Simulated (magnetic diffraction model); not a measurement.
# Solving a magnetic structure from powder neutron data: CdFe₂Bi₂

Space group Fmmm (no. 69), a = 5.5850 Å, b = 5.7240 Å, c = 12.3190 Å.

| site | atom | x | y | z |
| --- | --- | --- | --- | --- |
| 8i | Bi | 1/2 | 0 | 0.1376 |
| 4a | Cd | 0 | 0 | 0 |
| 8f | Fe | 3/4 | 3/4 | 1/4 |

This is a made-up structure (elements placed in a structure type, unrelaxed), so the numbers test the method and describe no known phase.

Only Fe is taken to order (form factors of Fe2+); orders and moment sizes are assumed, and not adapted to the symmetry. Radiation: neutrons of λ = 2.0775 Å (absorption by Cd left out), 1.5° to 80°; isotropic B of 0.48 Å² (Bi), 0.58 Å² (Cd) and 0.83 Å² (Fe). The intensities are simulated: I ∝ L Σ (|F_N|² + |F_M⊥|²) for unpolarised neutrons, with F_M = 2.695 fm/μB × Σ f(s) S exp(2πi Q·r) exp(−B s²) at Q = H ± k (one set where k and −k are equivalent), only the part normal to Q counting and L = 1/(sin²θ cos θ). For a modulated order the moment at position r is S exp(−2πi k·r) + c.c., with S = m/2 for a sine wave of amplitude m and S = m(u + iv)/2 for moments turning in a plane, u and v being orthogonal unit vectors in it; the phase factor of the sum at Q = H + k is then exp(2πi H·r). Form factors are spin-only for 3d ions and dipole or tabulated for f ions, scattering lengths are Sears's of 1992, and absorption is left out. A label names one of the reflections at its angle. The strongest nuclear line in the range is 100, and lines under 0.2 are left out.

Above the ordering temperature:

```
2θ (°)    index      I
 19.42  (0 0 2)   74.1
 31.71  (1 1 1)   15.9
 39.42  (0 0 4)    3.7
 42.53  (1 1 3)   89.8
 42.56  (0 2 0)    0.6
 43.67  (2 0 0)    0.6
 47.18  (0 2 2)   42.8
 48.21  (2 0 2)   41.1
 59.37  (1 1 5)   17.1
 59.40  (0 2 4)   59.6
 60.28  (2 0 4)   58.2
 60.79  (0 0 6)    1.1
 62.62  (2 2 0)  100.0
 66.24  (2 2 2)   29.9
 71.11  (1 3 1)    4.0
 72.71  (3 1 1)    3.8
 76.57  (2 2 4)    4.4
 77.02  (0 2 6)   43.5
 77.80  (2 0 6)   42.9
 77.88  (1 3 3)   33.7
 79.43  (3 1 3)   32.8
```

Below it (cell unchanged):

| 2θ (°) | I |
| --- | --- |
| 3.47 | 92.8 |
| 19.42 | 74.1 |
| 31.71 | 15.9 |
| 38.87 | 0.5 |
| 39.42 | 3.7 |
| 42.53 | 89.8 |
| 42.56 | 0.6 |
| 43.67 | 0.6 |
| 43.80 | 0.5 |
| 43.83 | 0.7 |
| 46.31 | 0.3 |
| 47.18 | 42.8 |
| 48.21 | 41.1 |
| 48.35 | 0.8 |
| 50.66 | 0.4 |
| 59.37 | 17.1 |
| 59.40 | 59.6 |
| 59.88 | 0.2 |
| 60.28 | 58.2 |
| 60.40 | 0.3 |
| 60.79 | 1.1 |
| 62.62 | 100.0 |
| 63.58 | 0.4 |
| 66.24 | 29.9 |
| 69.07 | 0.3 |
| 71.11 | 4.0 |
| 72.71 | 3.8 |
| 76.57 | 4.4 |
| 77.02 | 43.5 |
| 77.80 | 42.9 |
| 77.88 | 33.7 |
| 79.43 | 32.8 |

**Question.** Find the propagation vector, then choose among these models:
A. a sine wave with moments along [001] (amplitudes given), 1.25 μB on Fe; signs + at (3/4, 3/4, 1/4), + at (3/4, 1/4, 1/4)
B. moments turning in the plane of [001] and [100], 1.25 μB on Fe; signs + at (3/4, 3/4, 1/4), + at (3/4, 1/4, 1/4)
C. a sine wave with moments along [100] (amplitudes given), 1.25 μB on Fe; signs + at (3/4, 3/4, 1/4), + at (3/4, 1/4, 1/4)
D. a sine wave with moments along [010] (amplitudes given), 1.25 μB on Fe; signs + at (3/4, 3/4, 1/4), + at (3/4, 1/4, 1/4)

The new lines index as (0 1/6 0) at 3.47°, (0 11/6 0) at 38.87°, (0 11/6 2) at 43.80° and (2 1/6 0) at 43.83°, that is as H ± k with k = (0 1/6 0). Satellites come in pairs about each point of the reciprocal lattice.

Magnetic intensity, observed (below minus above) and for each model:

| 2θ (°) | index | observed | A | B | C | D |
| --- | --- | --- | --- | --- | --- | --- |
| 3.47 | (0 1/6 0) | 92.8 | 92.8 | 185.5 | 92.8 | <0.2 |
| 19.73 | (0 1/6 2) | <0.2 | <0.2 | 5.2 | 5.1 | 4.9 |
| 38.87 | (0 11/6 0) | 0.5 | 0.5 | 0.9 | 0.5 | <0.2 |
| 39.59 | (0 1/6 4) | <0.2 | <0.2 | 0.9 | 0.9 | 0.9 |
| 43.80 | (0 11/6 2) | 0.5 | 0.5 | 1.2 | 0.7 | <0.2 |
| 43.83 | (2 1/6 0) | 0.7 | 0.7 | 0.7 | <0.2 | 0.7 |
| 48.35 | (2 1/6 2) | 0.8 | 0.8 | 1.0 | <0.2 | 1.0 |
| 50.66 | (0 13/6 2) | 0.4 | 0.4 | 0.8 | 0.4 | <0.2 |

Model A matches.

The structure used: k = (0 1/6 0), a sine wave with moments along [001] (amplitudes given), 1.25 μB on Fe; signs + at (3/4, 3/4, 1/4), + at (3/4, 1/4, 1/4).

[Logs are printed without paths, hosts, clocks, repeated set-up lines and the standing remarks that a program may print on its own settings, such as how far it seeks lower states.]
